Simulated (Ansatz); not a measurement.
**VSe2 monolayer (1T): from the cell to its phonons**

Task: relax VSe2 monolayer (1T), then find its harmonic phonons.

Method: DFT PBEsol, scalar-relativistic, plane waves, PAW, in Ansatz 0.2.0.

## (1) Set-up

The cell holds 3 atoms: 1 V and 2 Se. Cell: a = 3.300 Å, b = 3.300 Å, c = 20.000 Å, α = 90.0°, β = 90.0°, γ = 120.0°. Vacuum lies along c.

## (2) Bringing the structure to rest

Harmonic phonons are second derivatives at a point where the forces vanish, and they are wanted at zero stress, so atoms and cell are relaxed first.

The program solves this slab on a cell height of its own, 29.9 Å, in place of the one typed.

File input.yaml:

```yaml
crystal:
  lattice:
    - [3.3, 0.0, 0.0]
    - [-1.65, 2.85788, 0.0]
    - [0.0, 0.0, 20.0]
  atoms:
    - { symbol: V, position: [0.0, 0.0, 0.5], spin: 0.61 }
    - { symbol: Se, position: [0.333333, 0.666667, 0.57659] }
    - { symbol: Se, position: [0.666667, 0.333333, 0.42341] }
  periodic: [true, true, false]
kpoints:
  mp_grid: { grid: [15, 15, 1] }
hamiltonian:
  xc: pbesol
scf:
  occupations: { method: gaussian, width: 0.1 }
output:
  forces: true
  stress: true
  eigenvalues: true
  populations: true
  write_density: true
  write_potential: true
  elf: true
  volumetric_format: npy
magnetization:
  spin_polarized: true
relax:
  adjacent_minimum: "off"
  f_tol: 0.005
  max_steps: 80
  cell: { stress_2d_tol: 0.02 }
```

Launch:

```bash
> ansatz run input.yaml --threads 8 --pin off --max-ram 14336MiB --backend cpu --events-out ev --progress --plain --runs-dir out
```

Numbers of over 12 decimals in the logs are rounded to 6 here.

The log of the run:

```text
Warning: crystal.periodic: the lattice vector that does not repeat stood 0.000° off the slab's normal, 20.000 Å along it as the deck builds it. The run solves the slab on a vector along the normal, 29.927 Å long, with every atom where it was (on the deck's vector they left 16.94 Å outside them, and the widest stretch free of ions among them is 1.53 Å). A fractional position that the run reports is one of the run's ce [...]
Warning: the atoms were moved onto the symmetric positions of the space group found under crystal.symmetry.tolerance 1.0e-5 (fractional; no operation is sought that the atoms, as they stand in a round, miss by more than twice it, and no atom is moved by as much as it), and the run uses the moved positions. Before a round's move an operation carried an atom to 3.30e-6 Å from where it should land, the largest such dist [...]
crystal.periodic: the lattice vector that does not repeat stood 0.000° off the slab's normal, 20.000 Å along it as the deck builds it. The run solves the slab on a vector along the normal, 29.927 Å long, with every atom where it was (on the deck's vector they left 16.94 Å outside them, and the widest stretch free of ions among them is 1.53 Å). A fractional position that the run reports is one of the run's cell, which [...]
Engine: ansatz 0.2.0, aarch64-unknown-linux-gnu
Pseudopotentials: kind: paw
Pseudopotential: V, paw, valence charge 13, recommended cutoff 420 eV (normal), V.paw.azcp
Pseudopotential: Se, paw, valence charge 16, recommended cutoff 420 eV (normal), Se.paw.azcp
Functional definition: PBEsol
  exchange = pbesol_x
  correlation = pbesol_c
Crystal: 3 atoms, lattice volume = 282.244 Å³
Basis set: ecut = 420 eV, 5609 PW (Γ), exchange–correlation on 48×48×432 points (8 copies of the dense FFT grid, shifted against one another)
Bands: 28, of which v1, the nominal top of the filled ones, is band 23 counted from 1 (22 counted from 0)
Symmetry: 12 space group operations
Space group: P-3m1 (ITA 164), of the structure as read, at distance tolerance 6.6e-5 Å
Magnetic group: BNS 164.85 (UNI 1315), of the structure as read, at distance tolerance 6.6e-5 Å
k-points: 27 of 225
Non-local potential: V, projectors of the file, l = 0: 3, l = 1: 2, l = 2: 3, l = 3: 1
Non-local potential: Se, projectors of the file, l = 0: 2, l = 1: 2, l = 2: 3, l = 3: 1
PAW form: soft (Blöchl's): semilocal exchange-correlation on the pseudo side does not see the compensation charge
PAW frozen core: V, regenerated for the run's functional, and the local potential with it (the file was generated under x = pbe(κ = 0.804, μ = 0.219515), c = pbe(β = 0.066725))
PAW frozen core: Se, regenerated for the run's functional, and the local potential with it (the file was generated under x = pbe(κ = 0.804, μ = 0.219515), c = pbe(β = 0.066725))
PAW one-centre angular grid: V, 590 points (default); XC on 64 Gauss nodes
PAW one-centre angular grid: Se, 590 points (default); XC on 64 Gauss nodes
Initial density: superposition of atomic densities (neutral atoms: chi_scale 0, normalization atom)
Starting moments: Σ|m| = 0.61 μB on 1 of 3 sites
Initial wavefunctions: pseudopotential atomic-orbital guess
Functional: x = pbesol(κ = 0.804, μ = 0.123457), c = pbesol(β = 0.046)
SCF iter   1: F=—  HF=-13736.519158 eV  |F-HF|=—  |Δ(HF+E_count)|=         —  Δρ=1.33e-2 (↑1.33e-2 ↓1.12e-2)  dr2=1.92e0  dr2_m=1.32e-2  M=0.464 μB ∫|m|=0.589 μB  β_m=0.30  ethr=3.10e-3  ⟨swp⟩=13.9  Hψ=9992  notcnv=0
Mixer restart at iter 1: flushing history
preconditioner: auto → LDOS  [metal: Δε(μ)=0.081 eV  Ē_g=8.502 eV  σ=0.100 eV  W_gap=0.43  n_scr=18 (ndim 8)  ℏωp=9.1 eV  f_vac=0.765  D(μ)=1.11/eV (n_scr^D=8)]
spin=Collinear: LDOS preconditioning applied to the charge; magnetization (m = ρ↑ − ρ↓) channel mixes plain (no charge-response kernel on spin).
SCF iter   2: F=—  HF=-13735.813813 eV  |F-HF|=—  |Δ(HF+E_count)|=   7.05e-1  Δρ=6.77e-3 (↑6.77e-3 ↓6.03e-3)  dr2=4.05e-1  dr2_m=5.33e-3  M=0.473 μB ∫|m|=0.603 μB  β_m=0.39  ethr=3.10e-3  ⟨swp⟩=3.1  Hψ=2949  notcnv=0  defer=52
SCF iter   3: F=—  HF=-13735.744018 eV  |F-HF|=—  |Δ(HF+E_count)|=   6.98e-2  Δρ=2.50e-3 (↑2.47e-3 ↓2.50e-3)  dr2=4.47e-2  dr2_m=1.25e-3  M=0.473 μB ∫|m|=0.610 μB  β_m=0.56  ethr=9.00e-4  ⟨swp⟩=3.0  Hψ=2549  notcnv=0  defer=52
SCF iter   4: F=—  HF=-13735.795279 eV  |F-HF|=—  |Δ(HF+E_count)|=         —  Δρ=6.18e-4 (↑5.41e-4 ↓6.18e-4)  dr2=7.54e-4  dr2_m=3.63e-4  M=0.456 μB ∫|m|=0.594 μB  β_m=0.56  ethr=9.94e-5  ⟨swp⟩=3.1  Hψ=2814  notcnv=0  defer=52
SCF iter   5: F=—  HF=-13735.797745 eV  |F-HF|=—  |Δ(HF+E_count)|=   2.47e-3  Δρ=3.05e-4 (↑2.69e-4 ↓3.05e-4)  dr2=1.16e-4  dr2_m=1.12e-4  M=0.454 μB ∫|m|=0.591 μB  β_m=0.78  ethr=1.68e-6  ⟨swp⟩=3.4  Hψ=3301  notcnv=0  defer=53
SCF iter   6: F=—  HF=-13735.798258 eV  |F-HF|=—  |Δ(HF+E_count)|=   5.13e-4  Δρ=3.91e-5 (↑2.15e-5 ↓3.91e-5)  dr2=1.82e-5  dr2_m=3.95e-7  M=0.453 μB ∫|m|=0.589 μB  β_m=0.73  ethr=2.59e-7  ⟨swp⟩=3.6  Hψ=3336  notcnv=0  defer=53
SCF iter   7: F=—  HF=-13735.798254 eV  |F-HF|=—  |Δ(HF+E_count)|=   4.54e-6  Δρ=1.79e-5 (↑1.79e-5 ↓8.17e-6)  dr2=6.21e-7  dr2_m=3.14e-7  M=0.453 μB ∫|m|=0.589 μB  β_m=0.77  ethr=4.04e-8  ⟨swp⟩=3.5  Hψ=3154  notcnv=0  defer=53
SCF iter   8: F=—  HF=-13735.798255 eV  |F-HF|=—  |Δ(HF+E_count)|=   1.48e-6  Δρ=7.89e-6 (↑7.89e-6 ↓6.25e-6)  dr2=1.86e-8  dr2_m=1.23e-7  M=0.453 μB ∫|m|=0.588 μB  β_m=0.88  ethr=1.38e-9  ⟨swp⟩=4.0  Hψ=3391  notcnv=0  defer=53
SCF iter   9: F=—  HF=-13735.798256 eV  |F-HF|=—  |Δ(HF+E_count)|=   2.76e-7  Δρ=1.54e-6 (↑1.54e-6 ↓9.34e-7)  dr2=1.44e-8  dr2_m=2.42e-9  M=0.453 μB ∫|m|=0.588 μB  β_m=0.88  ethr=4.12e-11  ⟨swp⟩=3.3  Hψ=3265  notcnv=0  defer=53
SCF iter  10: F=-13735.798256 eV  HF=-13735.798256 eV  |F-HF|=5.59e-9  |Δ(HF+E_count)|=   3.32e-9  Δρ=3.48e-7 (↑2.36e-7 ↓3.48e-7)  dr2=6.00e-10  dr2_m=1.13e-10  M=0.453 μB ∫|m|=0.588 μB  ethr=3.21e-11  ⟨swp⟩=21.4  Hψ=14621  notcnv=0
SCF 1 converged in 10 iterations: F = -13735.798256 eV  dr2 = 6.00e-10
  greatest PAW one-centre occupation: 1.000 electrons in one spin orbital (limit 2), on the Se atom at site 2 (counted from 0), in its partial waves of l = 2
relax step   1: F+E_penalty+E_count = -13735.79825557 eV  Δ(F+E_penalty+E_count) = +0.000e0 eV  max|allowed force component| = 4.373e-1 eV/Å  Δτ_max = 0.0000 Å  P = -0.048 N/m  Ω = 282.244 Å³  fix = [c, alpha, beta]  reactions: c -0.000 N/m  (10 SCF iters, dr2 threshold 1.00e-7 eV, accepted)
Crystal: 3 atoms, lattice volume = 274.746 Å³
[...]
relax step   3: F+E_penalty+E_count = -13735.81870158 eV  Δ(F+E_penalty+E_count) = -4.480e-3 eV  max|allowed force component| = 1.369e-2 eV/Å  Δτ_max = 0.0211 Å  P = -0.081 N/m  Ω = 276.659 Å³  energy of the carried Pulay correction = +2.143e-4 eV  fix = [c, alpha, beta]  reactions: c -0.000 N/m  (7 SCF iters, dr2 threshold 3.00e-7 eV, accepted)
[...]
relax step   4: F+E_penalty+E_count = -13735.81873550 eV  Δ(F+E_penalty+E_count) = -3.391e-5 eV  max|allowed force component| = 2.168e-3 eV/Å  Δτ_max = 0.0005 Å  P = -0.025 N/m  Ω = 276.482 Å³  energy of the carried Pulay correction = +2.211e-4 eV  fix = [c, alpha, beta]  reactions: c -0.000 N/m  (6 SCF iters, dr2 threshold 1.17e-8 eV, accepted)
[...]
relax step   5: F+E_penalty+E_count = -13735.81874253 eV  Δ(F+E_penalty+E_count) = -7.037e-6 eV  max|allowed force component| = 8.290e-5 eV/Å  Δτ_max = 0.0001 Å  P = -0.000 N/m  Ω = 276.371 Å³  energy of the carried Pulay correction = +2.254e-4 eV  fix = [c, alpha, beta]  reactions: c -0.000 N/m  (7 SCF iters, dr2 threshold 8.93e-10 eV, accepted)
Initial wavefunctions: pseudopotential atomic-orbital guess (no wavefunctions were taken with the density)
iter 1 solved again at ethr=4.77e-7 eV; its pass at ethr=3.10e-3 eV (dr2=2.15e-4 eV) is discarded
SCF iter   1: F=—  HF=-13735.818531 eV  |F-HF|=—  |Δ(HF+E_count)|=         —  Δρ=4.68e-6 (↑4.40e-6 ↓4.68e-6)  dr2=4.34e-8  dr2_m=8.13e-10  M=0.421 μB ∫|m|=0.546 μB  β_m=0.65  ethr=4.77e-7  ⟨swp⟩=6.2  Hψ=14277  notcnv=0
eigensolver tolerance schedule: the retry pair's looser diagonalisation over-reported the residual by 4943.87 of it (diagonalisation noise at 3.18 of the residual, at the tolerance the schedule requests for it); recorded, not acted on — ethr = c·dr2/N_el stays at c = 1.0e-1
preconditioner: auto → LDOS  [metal: Δε(μ)=0.032 eV  Ē_g=7.858 eV  σ=0.100 eV  W_gap=0.18  n_scr=14 (ndim 8)  ℏωp=9.2 eV  f_vac=0.769  D(μ)=1.81/eV (n_scr^D=10)]
spin=Collinear: LDOS preconditioning applied to the charge; magnetization (m = ρ↑ − ρ↓) channel mixes plain (no charge-response kernel on spin).
SCF iter   2: F=—  HF=-13735.818528 eV  |F-HF|=—  |Δ(HF+E_count)|=   3.22e-6  Δρ=2.40e-6 (↑2.40e-6 ↓2.21e-6)  dr2=2.51e-8  dr2_m=2.16e-10  M=0.421 μB ∫|m|=0.546 μB  β_m=0.44  ethr=9.65e-11  ⟨swp⟩=5.1  Hψ=4792  notcnv=0
SCF iter   3: F=—  HF=-13735.818528 eV  |F-HF|=—  |Δ(HF+E_count)|=   1.07e-8  Δρ=1.34e-6 (↑1.34e-6 ↓1.33e-6)  dr2=6.00e-9  dr2_m=3.85e-11  M=0.421 μB ∫|m|=0.546 μB  β_m=0.58  ethr=5.58e-11  ⟨swp⟩=2.6  Hψ=2808  notcnv=0
SCF iter   4: F=—  HF=-13735.818528 eV  |F-HF|=—  |Δ(HF+E_count)|=   5.40e-9  Δρ=2.85e-7 (↑2.85e-7 ↓2.77e-7)  dr2=2.30e-10  dr2_m=4.69e-12  M=0.421 μB ∫|m|=0.546 μB  β_m=0.57  ethr=1.33e-11  ⟨swp⟩=2.0  Hψ=2065  notcnv=0
SCF iter   5: F=—  HF=-13735.818528 eV  |F-HF|=—  |Δ(HF+E_count)|=   3.87e-9  Δρ=5.88e-8 (↑5.76e-8 ↓5.88e-8)  dr2=1.60e-11  dr2_m=1.04e-12  M=0.421 μB ∫|m|=0.546 μB  β_m=0.64  ethr=1.00e-12  ⟨swp⟩=3.0  Hψ=2331  notcnv=0
SCF iter   6: F=—  HF=-13735.818528 eV  |F-HF|=—  |Δ(HF+E_count)|=   2.23e-9  Δρ=2.80e-8 (↑2.80e-8 ↓2.03e-8)  dr2=2.54e-12  dr2_m=7.31e-13  M=0.421 μB ∫|m|=0.546 μB  β_m=0.70  ethr=1.00e-12  ⟨swp⟩=1.8  Hψ=1704  notcnv=0
SCF iter   7: F=-13735.818528 eV  HF=-13735.818528 eV  |F-HF|=9.64e-11  |Δ(HF+E_count)|=  8.35e-10  Δρ=7.48e-9 (↑7.48e-9 ↓2.89e-9)  dr2=2.99e-13  dr2_m=3.78e-14  M=0.421 μB ∫|m|=0.546 μB  ethr=1.00e-12  ⟨swp⟩=10.5  Hψ=10329  notcnv=0
SCF 6 converged in 7 iterations: F = -13735.818528 eV  dr2 = 2.99e-13
relax step   6: F+E_penalty+E_count = -13735.81852765 eV  Δ(F+E_penalty+E_count) = +2.149e-4 eV  max|allowed force component| = 1.648e-4 eV/Å  Δτ_max = 0.0000 Å  P = -0.002 N/m  Ω = 276.371 Å³  fix = [c, alpha, beta]  reactions: c -0.000 N/m  stress off target by 1.74e-3 N/m on what of the cell is left free  SCF on the basis re-selected at this cell (its energy is not comparable with the rows above)  (7 SCF iters)
basis re-selected at this cell: Δ(F+E_penalty+E_count) = +2.149e-4 eV, ΔP = -0.001 N/m vs the last step (what re-selecting the basis moved, of the pressure what is left beyond the Pulay correction that the steps carried, after the strain that the cell walked since its last selection, with what the two solves' SCF thresholds leave and, on support functions, any second-order correction that the steps lacked; it is no m [...]
WARN: The output density's exchange-correlation potential varies sharply where the density is thin. Do not read a vacuum level from v_tot or v_xc, or from such a field of the output density. On a cell that repeats whose density bears no net charge and no dipole along the vacuum's axis use v_es (v_loc + v_h of the components); under efield.dipole_correction with no amplitude use v_es + v_field, which holds any externa [...]
SCF converged after 7 iterations
Magnetization: 0.4207 μB (22.7104 up, 22.2896 down)
Absolute magnetization: 0.5441 μB (∫|ρ↑−ρ↓|, with the PAW one-centre terms)
Spin contamination: 0.0084 ħ² per cell (⟨S²⟩ above its minimum at these occupations)
Per-site moments (μB) at R_I (Å): [(0.392446, 1.014021), (-0.019666, 1.014021), (-0.019666, 1.014021)]
Free energy (F): -13735.818528 eV
Harris-Foulkes:  -13735.818528 eV  (|F-HF|=9.64e-11)
Internal energy: -13735.809493 eV  (E = F + TS)
E sigma→0 (E₀):  -13735.814011 eV
Entropy (-TS):   -0.009034 eV (-3.011 meV/atom)
Fermi energy:    -5.024329 eV
--- Per-component energies (eV) ---
  E_band       = -1628.115741
  E_kinetic    = 574.567196
  E_local      = -121783.554684  (includes V_loc(G=0)·N_el)
  E_nonlocal   = -1229.214654
  E_hartree    = 60466.862388
  E_xc         = -336.934442
  E_vxc        = -362.021342  (∫ρ·V_xc dr)
  E_paw        = -4822.009027  (= ΣΔE_a)
  E_vpaw       = 238.383837  (= ΣTr[D̂ρ^β])
  E_aug_tail   = -0.000935  (compensation charges beyond the density's cutoff)
  E_ewald      = 53392.308084
  E_core_change = 2.166580  (= ΣΔE_core)
  E_smearing   = -0.009034  (= −TS)
  E_closure    = 0.000000  (closes the sum)
  Σ components = -13735.818528   (vs F -13735.818528, Δ=0.00e0)
--- Forces (eV/Å), atoms counted from 1 ---
  atom   1  V      0.00000000     0.00000000     0.00000000
  atom   2  Se     0.00000000    -0.00000000     0.00016482
  atom   3  Se     0.00000000     0.00000000    -0.00016482
  max |Σ_I F_I| component: 4.21e-30 eV/Å
--- 2D stress c σ (N/m, compression-positive) ---
       -0.001741      -0.000000       0.000000
       -0.000000      -0.001741      -0.000000
        0.000000      -0.000000      -0.000000
  P = ½ c Tr σ = -0.0017 N/m
--- Band table (eV; the first three rows and the last of 54) ---
  k-point 0 ↑: bands = [... 19 lower, -7.2421, -5.2455, -5.2356, -5.2356, -3.8645, -3.8645, -1.4633, -1.4633, ... 1 higher]
  k-point 1 ↑: bands = [... 19 lower, -6.8699, -5.4782, -5.3616, -5.2528, -4.0089, -3.7975, -1.8249 (-1.8249°), -1.5374, ... 1 higher]
  k-point 2 ↑: bands = [... 19 lower, -6.6587, -6.2051, -5.6292, -5.2965, -4.1491, -3.7042, -2.4804, -1.6958, ... 1 higher]
  k-point 26 ↓: bands = [... 19 lower, -8.4932, -7.7431, -7.7431, -3.9095, -3.9095, -3.8258, -2.3040, -2.3040, ... 1 higher]
  ° read free of the cell's end (the report's vacuum.weakly_bound_levels)
--- Relaxed structure (5 steps of the walk, 5 accepted, 1 SCFs on fresh bases) ---
  F+E_penalty+E_count = -13735.81852765 eV   max|allowed force component| = 1.648e-4 eV/Å   (the final SCF, on the basis selected at the relaxed cell)
  cell:  # Å, volume = 276.3714 Å³
    - [3.265489, 0.0, 0]
    - [-1.632744, 2.827996, 0]
    - [0, 0, 29.927200]
  atoms:
    - { symbol: V, position: [0, 0, 0.334144] }
    - { symbol: Se, position: [0.333333, 0.666667, 0.386855] }
    - { symbol: Se, position: [0.666667, 0.333333, 0.281434] }
--- Löwdin populations: 3 sites ---
  site symbol       q [e]    m [muB]
     0      V     12.4270     0.4809
     1     Se     16.1849    -0.0327
     2     Se     16.1849    -0.0327
  spilling = 0.004517 (of n_electrons = 45.000000)
```

It took 23 s on 8 threads of Arm Neoverse V2, shared host; peak memory 1.1 GiB.

Relaxation path:

| step | energy less that of the first step (eV) | largest force component (eV/Å) | volume (Å³) |
| --- | --- | --- | --- |
| 1 | 0.0000 | 0.4373 | 282.24 |
| 2 | -0.0160 | 0.2288 | 274.75 |
| 3 | -0.0204 | 0.0137 | 276.66 |
| 4 | -0.0205 | 0.0022 | 276.48 |
| 5 | -0.0205 | 0.0001 | 276.37 |
| 6* | -0.0203 | 0.0002 | 276.37 |

Relaxation steps marked * repeat the geometry before them on a plane-wave basis chosen anew for their cell, so energy and pressure can jump there.

Forces are held to the 12 operations that the run works with; a distortion that breaks them can't arise in this run.

| cell as run | before | after | change |
| --- | --- | --- | --- |
| a (Å) | 3.300 | 3.265 | -1.0 % |
| b (Å) | 3.300 | 3.265 | -1.0 % |

The atoms that moved most (Å, along periodic axes as changes of fractional coordinates times the final cell, across vacuum about the mean position):

| atom | dx | dy | dz | length |
| --- | --- | --- | --- | --- |
| Se3 | 0.000 | 0.000 | -0.046 | 0.046 |
| Se2 | 0.000 | 0.000 | 0.046 | 0.046 |

The relaxed structure:

```xyz
3
Lattice="3.2655 0.0000 0.0000 -1.6327 2.8280 0.0000 0.0000 0.0000 29.9272" Properties=species:S:1:pos:R:3
V     0.0000    0.0000   10.0000
Se    0.0000    1.8853   11.5775
Se    1.6327    0.9427    8.4225
```

This step gave:

* magnetization: 0.4207 μB
* absolute magnetization: 0.5441 μB
* site moments: 0.3924, -0.01967, -0.01967 μB
* gap on the k-mesh: 0 eV
* area per atom: 3.078 Å²

Spin density in the ac plane at fractional y = 0.000, with atoms of V within 0.2 Å of it.

Ten even steps from '0' (0.00 e/Å³) to '9' (0.28 e/Å³), each cell a mean:
```
00000000000000000
00000000000000000
00000000000000000
00000000000000000
00000000000000000
00000000000000000
00000000000000000
00000000000000000
00000000000000000
00000000000000000
00000000000000000
00000000000000000
00000000000000000
00000000000000000
00000000000000000
98421000000001248
65210000000000125
00000000000000000
00000000000000000
00000000000000000
00000000000000000
00000000000000000
00000000000000000
00000000000000000
```
Columns run along a (3.3 Å), rows up along c (29.9 Å). Atoms in or near the plane, at fractional coordinates: V at (0.00, 0.33).

Valence density in the ac plane at fractional y = 0.000, with atoms of V within 0.2 Å of it. It is the smooth field of the valence electrons, not physical close to the nuclei.

Values in units of 1e0 e/Å³, 24 rows by 14 columns, each cell a mean:
```
0.0 0.0 0.0 0.0 0.0 0.0 0.0 0.0 0.0 0.0 0.0 0.0 0.0 0.0
0.0 0.0 0.0 0.0 0.0 0.0 0.0 0.0 0.0 0.0 0.0 0.0 0.0 0.0
0.0 0.0 0.0 0.0 0.0 0.0 0.0 0.0 0.0 0.0 0.0 0.0 0.0 0.0
0.0 0.0 0.0 0.0 0.0 0.0 0.0 0.0 0.0 0.0 0.0 0.0 0.0 0.0
0.0 0.0 0.0 0.0 0.0 0.0 0.0 0.0 0.0 0.0 0.0 0.0 0.0 0.0
0.0 0.0 0.0 0.0 0.0 0.0 0.0 0.0 0.0 0.0 0.0 0.0 0.0 0.0
0.0 0.0 0.0 0.0 0.0 0.0 0.0 0.0 0.0 0.0 0.0 0.0 0.0 0.0
0.0 0.0 0.0 0.0 0.0 0.0 0.0 0.0 0.0 0.0 0.0 0.0 0.0 0.0
0.0 0.0 0.0 0.0 0.0 0.0 0.0 0.0 0.0 0.0 0.0 0.0 0.0 0.0
0.0 0.0 0.0 0.0 0.0 0.0 0.0 0.0 0.0 0.0 0.0 0.0 0.0 0.0
0.0 0.0 0.0 0.0 0.0 0.0 0.0 0.0 0.0 0.0 0.0 0.0 0.0 0.0
0.0 0.0 0.0 0.0 0.0 0.0 0.0 0.0 0.0 0.0 0.0 0.0 0.0 0.0
0.0 0.0 0.0 0.0 0.0 0.0 0.0 0.0 0.0 0.0 0.0 0.0 0.0 0.0
0.0 0.0 0.0 0.0 0.0 0.1 0.1 0.1 0.1 0.1 0.0 0.0 0.0 0.0
0.1 0.1 0.2 0.2 0.3 0.4 0.5 0.5 0.4 0.4 0.3 0.2 0.2 0.1
7.3 5.6 2.9 1.0 0.4 0.3 0.3 0.3 0.3 0.3 0.5 1.2 3.3 6.0
4.1 3.2 1.7 0.7 0.4 0.3 0.3 0.3 0.3 0.3 0.4 0.8 1.9 3.4
0.1 0.1 0.1 0.2 0.2 0.3 0.4 0.4 0.4 0.3 0.2 0.2 0.1 0.1
0.0 0.0 0.0 0.0 0.0 0.0 0.0 0.0 0.0 0.0 0.0 0.0 0.0 0.0
0.0 0.0 0.0 0.0 0.0 0.0 0.0 0.0 0.0 0.0 0.0 0.0 0.0 0.0
0.0 0.0 0.0 0.0 0.0 0.0 0.0 0.0 0.0 0.0 0.0 0.0 0.0 0.0
0.0 0.0 0.0 0.0 0.0 0.0 0.0 0.0 0.0 0.0 0.0 0.0 0.0 0.0
0.0 0.0 0.0 0.0 0.0 0.0 0.0 0.0 0.0 0.0 0.0 0.0 0.0 0.0
0.0 0.0 0.0 0.0 0.0 0.0 0.0 0.0 0.0 0.0 0.0 0.0 0.0 0.0
```
Columns run along a (3.3 Å), rows up along c (29.9 Å). Atoms in or near the plane, at fractional coordinates: V at (0.00, 0.33).

Electrostatic potential energy in the ac plane at fractional y = 0.000, with atoms of V within 0.2 Å of it. With pseudopotentials it is smooth inside the atoms' cores, unlike the true potential.

Ten even steps from '0' (-17 eV) to '9' (0 eV), each cell a mean:
```
99999999999999999
99999999999999999
99999999999999999
99999999999999999
99999999999999999
99999999999999999
99999999999999999
99999999999999999
99999999999999999
99999999999999999
99999999999999999
99999999999999999
99999999999999999
99999999999999999
88887643113467888
00001356666531000
11122455555542211
99887754334577889
99999999999999999
99999999999999999
99999999999999999
99999999999999999
99999999999999999
99999999999999999
```
Columns run along a (3.3 Å; values clipped at the 3rd and 97th percentile), rows up along c (29.9 Å). Atoms in or near the plane, at fractional coordinates: V at (0.00, 0.33).

(Part 1 of 3 ends here.)

[Logs are printed without paths, hosts, clocks, repeated set-up lines and the standing remarks that a program may print on its own settings, such as how far it seeks lower states.]

[Hosts, paths, dates, database ids (printed as entryN), source tags and the programs' standing remarks are cut or masked in the printed files.]
